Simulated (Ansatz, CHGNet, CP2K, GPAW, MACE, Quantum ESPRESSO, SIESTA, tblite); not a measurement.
## GPAW on glassy 86SiO2-5SrO-5ZnO-5MgO (mol %) (63 atoms): settings against a plane-wave reference

Wanted: GPAW inputs and outputs for glassy 86SiO2-5SrO-5ZnO-5MgO (mol %) (63 atoms), checked against a plane-wave reference.

Program: GPAW 26.7.0. Level of theory: the method is named at each step. Results are calculated unless marked as measured.

## (1) The structure

The cell holds 63 atoms: 19 Si, 1 Sr, 1 Zn, 1 Mg and 41 O. Cell: a = 9.658 Å, b = 9.658 Å, c = 9.658 Å, α = 90.0°, β = 90.0°, γ = 90.0°. 63 atoms (19 Si, 1 Sr, 1 Zn, 1 Mg, 41 O) placed at random at 2.44 g/cm³, melted at 4000 K for 10 ps at fixed volume with the Morse and Coulomb pair potential with partial charges (Pedone, Malavasi, Menziani, Cormack and Segre, J. Phys. Chem. B 110, 11780 (2006)). Quenched from 4000 K to 300 K at 50 K/ps and fixed volume, held 10 ps at zero pressure. Then every atom was moved at random, 0.05 Å r.m.s. a Cartesian component.

The yardstick, on the same geometry:

- method: Kohn-Sham DFT, PBE, SSSP efficiency 1.3.0 pseudopotentials, plane waves (Quantum ESPRESSO 7.5); sssp-pbe-1.3.0-efficiency, cutoffs 60/480 Ry, Γ point
- r.m.s. force component: 2.683 eV/Å
- longest force: 12.65 eV/Å
- pressure: 5.797 GPa
- gap (highest filled to lowest empty level): 2.472 eV
- time: 3.3 min on 2 MPI ranks of Arm Neoverse V1, shared host
- CPU time: 6.6 min

## (2) PBE, LCAO dzp, h 0.18 Å

Method: Kohn-Sham DFT, PBE, PAW, atomic orbitals (dzp).

File run.py:

```python
import numpy as np
from ase.io import read
from gpaw import GPAW, FermiDirac

atoms = read("structure.xyz")
atoms.calc = GPAW(
    mode="lcao",
    basis="dzp",
    h=0.18,
    xc="PBE",
    kpts={"size": (1, 1, 1), "gamma": True},
    occupations=FermiDirac(0.05),
    maxiter=200,
    symmetry={"point_group": False},
    txt="gpaw.txt",
)
energy = atoms.get_potential_energy(force_consistent=True)
forces = atoms.get_forces()
print(f"energy {energy:.6f} eV")
print("forces (eV/A)")
for i, (a, f) in enumerate(zip(atoms, forces)):
    print(f"{i:4d} {a.symbol:2s} {f[0]:10.5f} {f[1]:10.5f} {f[2]:10.5f}")
print(f"Fermi level {atoms.calc.get_fermi_level():.4f} eV")
for k in range(len(atoms.calc.get_ibz_k_points())):
    for s in range(atoms.calc.get_number_of_spins()):
        e = atoms.calc.get_eigenvalues(kpt=k, spin=s)
        n = np.searchsorted(e, atoms.calc.get_fermi_level())
        print(f"k {k} spin {s} levels about the Fermi level:", np.round(e[max(n - 6, 0):n], 4).tolist(), "|", np.round(e[n:n + 6], 4).tolist())
```

File structure.xyz:

```xyz
63
Lattice="9.65803 0.00000 0.00000 0.00000 9.65803 0.00000 0.00000 0.00000 9.65803" Properties=species:S:1:pos:R:3 pbc="T T T"
Si 5.77483 1.73835 2.40070
Si 7.90065 7.49743 5.51966
Si 3.46105 0.09668 0.86410
Si 2.75051 5.03299 0.51670
Si 1.15829 2.42494 1.43354
Si 5.13962 3.87895 4.29502
Si 6.75135 6.12821 0.98377
Si 7.90645 3.03011 0.46919
Si 4.80757 0.39965 7.92944
Si 4.46713 3.55811 8.25597
Si 3.42290 8.91079 5.18240
Si 5.91516 6.15497 7.59730
Si 8.09324 0.30181 3.89170
Si 2.44986 3.72800 5.88541
Si 5.40299 6.78873 3.70743
Si 9.09555 8.11110 1.31098
Si 1.33059 1.59715 4.27899
Si 2.17113 7.09431 2.03137
Si 1.35280 6.70596 5.15343
Sr 8.46072 3.44512 6.22711
Zn 3.09665 7.64105 8.04166
Mg 8.07382 0.46832 8.53113
O 6.86589 0.99381 3.32449
O 0.64699 7.31876 1.47497
O 4.81540 5.34050 4.20337
O 6.52564 3.61944 4.98007
O 6.83624 6.98681 4.17459
O 2.91682 5.88918 1.81030
O 1.43287 2.44242 3.05300
O 2.75408 8.54456 1.71720
O 4.14658 4.08960 0.02386
O 5.74189 6.41902 2.09183
O 2.31242 0.37270 4.48587
O 6.20210 9.41812 8.10772
O 7.19620 6.53907 6.75879
O 4.74837 6.92162 6.95813
O 9.38036 1.07330 4.31511
O 7.90075 2.70763 8.53895
O 5.02160 2.93411 3.08729
O 2.65625 6.11199 9.01519
O 9.43464 6.92046 5.46461
O 1.69218 3.81569 0.71469
O 4.41015 8.00216 4.23398
O 5.51860 4.54797 7.42712
O 2.95796 3.76586 7.58590
O 1.34643 2.58710 5.75223
O 4.68328 0.73391 1.63057
O 1.75361 7.05857 3.74490
O 2.25602 7.93243 5.95331
O 2.13085 1.18543 0.95257
O 7.77858 7.21339 1.20358
O 1.81986 5.20549 5.70509
O 6.02429 6.31490 9.16470
O 7.45252 4.66860 0.90670
O 7.94740 8.99143 5.17535
O 4.00760 9.63021 6.48054
[... 3 atom lines left out ...]
O 9.14133 9.12771 0.10363
O 4.80806 2.01785 8.21715
O 6.76738 2.17151 1.15645
O 9.31333 2.39336 1.02955
```

Command:

```
OMP_NUM_THREADS=1 python run.py > output.txt
```

What it wrote:

```text
energy -430.090349 eV
forces (eV/A)
   0 Si    0.68096   -0.50093   -3.15544
   1 Si   -3.43545   -6.37736   -0.73025
   2 Si   -4.78265    2.36012    5.01748
   3 Si    2.56271   -4.24855   -5.79472
   4 Si    4.10874    0.09215   -1.29820
   5 Si    0.74519   -2.88967    4.95417
   6 Si   -0.65694   -3.22394   -4.80912
   7 Si   -0.67915    3.64205   -0.13483
   8 Si   -0.93310    1.10865   -1.51415
   9 Si   -1.06474    2.84378   -3.38035
  10 Si   -2.27236   -0.80646   -0.05341
  11 Si   -2.31963   -1.93177    1.04999
  12 Si    3.17319   -4.32411   -2.44142
  13 Si    4.04439    1.61455    4.97262
  14 Si   -2.19471   -2.02404   -1.83455
  15 Si   -7.87421    6.87746    0.63762
  16 Si   -2.41317   -2.67887    6.13216
  17 Si   -7.64426    9.48481    4.50404
  18 Si    0.89015   -0.46751    4.25681
  19 Sr   -0.99335    0.61621    0.16670
  20 Zn    1.17532   -1.80327   -1.25692
  21 Mg   -1.32549    0.02726    1.24424
  22 O    -3.96295    1.43911    0.61415
  23 O     7.55004   -6.49707    0.76621
[...]
55 O     1.33107    1.80841    1.51472
  56 O    -0.02904   -0.86788   -0.48513
  57 O     0.73916   -1.43346   -4.75090
  58 O     0.56334   -1.47474   -1.21233
  59 O     0.09286    1.54693   -2.59702
  60 O     0.84010   -2.99815   -0.24349
  61 O    -1.86807   -1.19487    0.57570
  62 O    -2.19517   -0.38441    0.28727
Fermi level 3.8337 eV
k 0 spin 0 levels about the Fermi level: [1.8721, 1.9373, 2.0006, 2.0727, 2.2931, 2.6943] | [4.9642, 5.9353, 6.5781, 6.9216, 7.0182, 7.3166]
```

gpaw.txt:

```text
Input parameters:
  mode=LCAO(),
  basis={'default': 'dzp'},
  h=0.18,
  kpts=MonkhorstPack(size=(1, 1, 1), gamma=True),
  maxiter=200,
  occupations=Occupations(name='fermi-dirac', width=0.05, fixmagmom=False),
  symmetry=Symmetry(point_group=False),
  xc=XC(name='PBE')
Unit cell  # Å
| periodic |        x |        y |        z |  lengths |    angles |
|----------|----------|----------|----------|----------|-----------|
|      yes | 9.658030 | 0.000000 | 0.000000 | 9.658030 | 90.000000 |
|      yes | 0.000000 | 9.658030 | 0.000000 | 9.658030 | 90.000000 |
|      yes | 0.000000 | 0.000000 | 9.658030 | 9.658030 | 90.000000 |
Number of symmetries: 1
Symmetry operations  # r_c * U_cc + t_c -> r_c
|   | kind |            matrix            |
|---|------|------------------------------|
| 0 |  E   |  1, 0, 0,  0, 1, 0,  0, 0, 1 |
BZ-sampling:
  Number of BZ points: 1
  Number of IBZ points: 1
  Monkhorst-Pack size: [1, 1, 1]
  Monkhorst-Pack shift: [0, 0, 0]
[... lines left out ...]
Reference energy: -374323.226650  # eV
eigensolver:
density mixing:
  MSR1-Mixer
occupation numbers:
  Fermi-Dirac:
    width: 0.0500  # eV
FastPoissonSolver using
    Stencil: 6*3+1=19 point O(h^6) finite-difference Laplacian
xc functional:
  name: PBE with 2 nearest neighbor stencil
interpolation: tri-quintic # 5. degree polynomial
Initialization done in: 9.669 s
convergence criteria:
- Maximum [total energy] change in last 3 cyles: 0.0005 eV / valence electron
- Maximum integral of absolute [dens]ity change: 0.0001 electrons / valence electron
- Maximum integral of absolute [eigenst]ate change: 4e-08 eV^2 / valence electron
maximum number of iterations: 200
SCF iterations
|iter     |      energy | eigst |  dens |
|---------|-------------|-------|-------|
|iter:   1| -473.595958 |      c|       |
|iter:   2| -462.541826 |      c| -0.79 |
|iter:   3| -429.628555 |      c| -0.83 |
|iter:   4| -429.960005 |      c| -1.46 |
|iter:   5| -430.134704 |      c| -1.76 |
|iter:   6| -430.091070c|      c| -2.28 |
|iter:   7| -430.090517c|      c| -3.07 |
|iter:   8| -430.090361c|      c| -3.48 |
|iter:   9| -430.090349c|      c| -4.02c|
Converged in 9 steps
SCF loop duration: 66.922 s (7.436 s/step)
Energy contributions relative to reference atoms: (reference = -374323.226650)
Energy contributions:
  Kinetic:         561.804811
  Coulomb:        -472.065863
  Zero:              7.470791
  External:          0.000000
  Xc:             -527.300088
  Entropy:          -0.000000
  Spinorbit:         0.000000
  ----------------------------
  Free energy:    -430.090349
  Extrapolated:   -430.090349
dipole moment: (52.467103, 4.300817, -69.860444)  # |e|*Ang
Fermi level: 3.834
Eigenvalues  # (at kpt = [0.000, 0.000, 0.000])
| band index |      eig [eV] | occ [0-2] |
|------------|---------------|-----------|
|          0 |       -72.786 |     2.000 |
|        ... |               |           |
|        169 |         1.659 |     2.000 |
|        170 |         1.766 |     2.000 |
[...]
|        184 |         7.691 |     0.000 |
|        ... |               |           |
|        216 |        10.716 |     0.000 |
Gap: 2.270 eV
Transition (v -> c):
  (s=0, k=0, n=176, [0.00, 0.00, 0.00]) -> (s=0, k=0, n=177, [0.00, 0.00, 0.00])
No difference between direct/indirect transitions
Force computation time: 17.884  # s
timing:  # [seconds]
  Total:  94.504  # ━━━━━━━━━━━━━━━━━━━━━━━━━━━━━━━━━━━━━━━━━━━━━━━━━━━━━━━━━
  Init:    9.668  # ━━━━━━
  SCF:    66.922  # ━━━━━━━━━━━━━━━━━━━━━━━━━━━━━━━━━━━━━━━━╸
  Forces: 17.884  # ━━━━━━━━━━━
```

Run time: 96 s. Hardware: 1 thread of Arm Neoverse V1, shared host; peak memory 1.1 GiB.

Banners, paths, timers and routine set-up lines are dropped from the logs unmarked, and long logs keep their key lines alone; longer cuts are marked.

Compared with the plane-wave run:

```
r.m.s. force component                           : 2.909 eV/Å
r.m.s. difference of force components            : 352.1 meV/Å
longest difference of force vectors              : 1460 meV/Å
force difference over r.m.s. force               : 13.12 %
slope of forces against the reference's          : 1.079
correlation of force components                  : 0.9953
gap (highest filled to lowest empty level) : 2.27 eV
gap difference                                   : -0.2022 eV
```

Length of the force difference by element (eV/Å):

```csv
element,atoms,mean,most
Mg,1,0.16,0.16
O,41,0.66,1.5
Si,19,0.35,0.71
Sr,1,0.15,0.15
Zn,1,0.089,0.089
```

Levels nearest the highest filled one (eV from it): -0.82, -0.76, -0.69, -0.62, -0.40, 0.00, 2.27, 3.24, 3.88, 4.23, 4.32, 4.62.

A closer look about Sr20, the only Sr atom: 9 atoms, nearest first, numbered in the order of the input, with positions taken from that point.

```csv
atom,x,y,z,distance (Å),bonds,Fx,Fy,Fz (eV/Å)
Sr20,0.00,0.00,0.00,0.00,3,-0.99,0.62,0.17
O26,-1.94,0.17,-1.25,2.31,2,2.76,-0.81,1.10
O38,-0.56,-0.74,2.31,2.49,3,0.81,-1.16,-1.64
O46,2.54,-0.86,-0.47,2.73,3,-2.61,-2.33,-1.71
O37,0.92,-2.37,-1.91,3.18,2,3.03,4.05,2.37
O44,-2.94,1.10,1.20,3.36,2,1.08,-1.92,-0.01
O35,-1.26,3.09,0.53,3.38,2,5.30,1.60,-2.51
O52,3.02,1.76,-0.52,3.53,2,-1.59,1.52,-0.68
Si14,3.65,0.28,-0.34,3.67,4,4.04,1.61,4.97
```

Atoms are counted from 1 here, from 0 in the log.

Forces lie 13 % from the reference's, at 0.24 times its CPU time (on 1 against 2 cores).

The forces add up to 0.55 eV/Å instead of zero, usually a sign of too coarse a grid.

## (3) PBE, LCAO sz(dzp), h 0.18 Å

Method: Kohn-Sham DFT, PBE, PAW, atomic orbitals (sz(dzp)).

Changes to run.py since step 2:

```diff
@@ -7,3 +7,3 @@
     mode="lcao",
-    basis="dzp",
+    basis="sz(dzp)",
     h=0.18,
```

structure.xyz is that of step 2.

What it wrote:

```text
energy -319.758647 eV
forces (eV/A)
   0 Si    0.09313   -1.33670   -3.76630
   1 Si   -2.98781   -6.85722    0.09568
   2 Si   -5.46411    2.52305    6.06434
   3 Si    3.39966   -6.42592   -5.27607
   4 Si    4.28482    0.09590   -1.53360
   5 Si   -1.30882   -2.74777    4.75848
[...]
60 O     0.79581   -2.97563   -0.10067
  61 O    -2.05209   -1.50973    0.59348
  62 O    -2.74348   -0.42206    0.27081
Fermi level 4.9356 eV
k 0 spin 0 levels about the Fermi level: [3.215, 3.2425, 3.2615, 3.3647, 3.5772, 3.9509] | [5.9217, 6.9331, 7.6173, 7.8883, 8.0403, 8.2494]
```

gpaw.txt:

```text
Input parameters:
  mode=LCAO(),
  basis={'default': 'sz(dzp)'},
  h=0.18,
  kpts=MonkhorstPack(size=(1, 1, 1), gamma=True),
  maxiter=200,
  occupations=Occupations(name='fermi-dirac', width=0.05, fixmagmom=False),
[... lines left out ...]
  Fermi-Dirac:
[... lines left out ...]
convergence criteria:
- Maximum [total energy] change in last 3 cyles: 0.0005 eV / valence electron
[... lines left out ...]
Converged in 10 steps
[... lines left out ...]
  Free energy:    -319.758647
[... lines left out ...]
Fermi level: 4.936
[... lines left out ...]
|        ... |               |           |
|        216 |        12.660 |     0.000 |
Gap: 1.971 eV
Transition (v -> c):
  (s=0, k=0, n=176, [0.00, 0.00, 0.00]) -> (s=0, k=0, n=177, [0.00, 0.00, 0.00])
No difference between direct/indirect transitions
Force computation time: 4.647  # s
timing:  # [seconds]
  Total:  36.939  # ━━━━━━━━━━━━━━━━━━━━━━━━━━━━━━━━━━━━━━━━━━━━━━━━━━━━━━━━━
  Init:    6.384  # ━━━━━━━━━━
  SCF:    25.885  # ━━━━━━━━━━━━━━━━━━━━━━━━━━━━━━━━━━━━━━━━
  Forces:  4.647  # ━━━━━━━
```

Run time: 38 s. Hardware: 1 thread; peak memory 0.9 GiB.

Compared with the plane-wave run:

```yaml
r_m_s_force_component: 3.315 eV/Å
r_m_s_difference_of_force_components: 1029 meV/Å
longest_difference_of_force_vectors: 4104 meV/Å
force_difference_over_r_m_s_force: 38.36 %
slope_of_forces_against_the_reference_s: 1.19
correlation_of_force_components: 0.963
spacing_of_highest_filled_and_lowest_empty_level: 1.971 eV
gap_difference: -0.5013 eV
```

This is a coarse setting, run to see what it loses.

Against the first run (13 %), the force difference from the reference is 38 %, at 0.40 times the CPU time, with 270 basis functions against 849: the smaller basis costs accuracy.

The forces add up to 0.56 eV/Å instead of zero, usually a sign of too coarse a grid.

## (4) PBE, LCAO dzp, h 0.25 Å

Method: Kohn-Sham DFT, PBE, PAW, atomic orbitals (dzp).

Changes to run.py since step 3:

```diff
@@ -7,4 +7,4 @@
     mode="lcao",
-    basis="sz(dzp)",
-    h=0.18,
+    basis="dzp",
+    h=0.25,
     xc="PBE",
```

structure.xyz is that of step 3.

What it wrote:

```text
energy -412.322497 eV
forces (eV/A)
   0 Si    0.68009   -0.50820   -3.15153
   1 Si   -3.42009   -6.37094   -0.72805
   2 Si   -4.77754    2.35045    5.00777
   3 Si    2.56277   -4.22817   -5.77705
   4 Si    4.08603    0.08750   -1.26989
   5 Si    0.74969   -2.88260    4.95359
[...]
60 O     0.96120   -2.99536   -0.25087
  61 O    -1.92212   -1.24435    0.81285
  62 O    -2.13696   -0.20633    0.03957
Fermi level 3.8377 eV
k 0 spin 0 levels about the Fermi level: [1.8788, 1.9467, 2.0071, 2.0789, 2.299, 2.7022] | [4.9649, 5.9385, 6.5838, 6.928, 7.0251, 7.321]
```

gpaw.txt:

```text
Input parameters:
  mode=LCAO(),
  basis={'default': 'dzp'},
  h=0.25,
  kpts=MonkhorstPack(size=(1, 1, 1), gamma=True),
  maxiter=200,
  occupations=Occupations(name='fermi-dirac', width=0.05, fixmagmom=False),
[... lines left out ...]
  Fermi-Dirac:
[... lines left out ...]
convergence criteria:
- Maximum [total energy] change in last 3 cyles: 0.0005 eV / valence electron
[... lines left out ...]
Converged in 9 steps
[... lines left out ...]
  Free energy:    -412.322497
[... lines left out ...]
Fermi level: 3.838
[... lines left out ...]
|        ... |               |           |
|        216 |        10.724 |     0.000 |
Gap: 2.263 eV
Transition (v -> c):
  (s=0, k=0, n=176, [0.00, 0.00, 0.00]) -> (s=0, k=0, n=177, [0.00, 0.00, 0.00])
No difference between direct/indirect transitions
Force computation time: 9.948  # s
timing:  # [seconds]
  Total:  56.213  # ━━━━━━━━━━━━━━━━━━━━━━━━━━━━━━━━━━━━━━━━━━━━━━━━━━━━━━━━━
  Init:    8.305  # ━━━━━━━━╸
  SCF:    37.934  # ━━━━━━━━━━━━━━━━━━━━━━━━━━━━━━━━━━━━━━╸
  Forces:  9.948  # ━━━━━━━━━━
```

Wall time 57 s (1 thread); peak memory 0.67 GiB.

Against the reference:

```
r.m.s. force component                           : 2.91 eV/Å
r.m.s. difference of force components            : 372.1 meV/Å
longest difference of force vectors              : 1412 meV/Å
force difference over r.m.s. force               : 13.87 %
slope of forces against the reference's          : 1.079
correlation of force components                  : 0.9944
gap (highest filled to lowest empty level) : 2.263 eV
gap difference                                   : -0.2094 eV
energy less the same-level run's                 : 282 meV/atom
r.m.s. force difference from the same-level run  : 144.4 meV/Å
```

This is a coarse setting, run to see what it loses.

Against the first run (13 %), the force difference from the reference is 14 %, at 0.60 times the CPU time.

The forces add up to 1.7 eV/Å instead of zero, usually a sign of too coarse a grid.

(Part 1 of 2 ends here.)

[Also dropped from logs without a mark: logging warnings of Python, and SIESTA's first energy breakdown and zero terms.]

[Logs are printed without paths, hosts, clocks, repeated set-up lines and the standing remarks that a program may print on its own settings, such as how far it seeks lower states.]

[Hosts, paths, dates, database ids (printed as entryN), source tags and the programs' standing remarks are cut or masked in the printed files.]
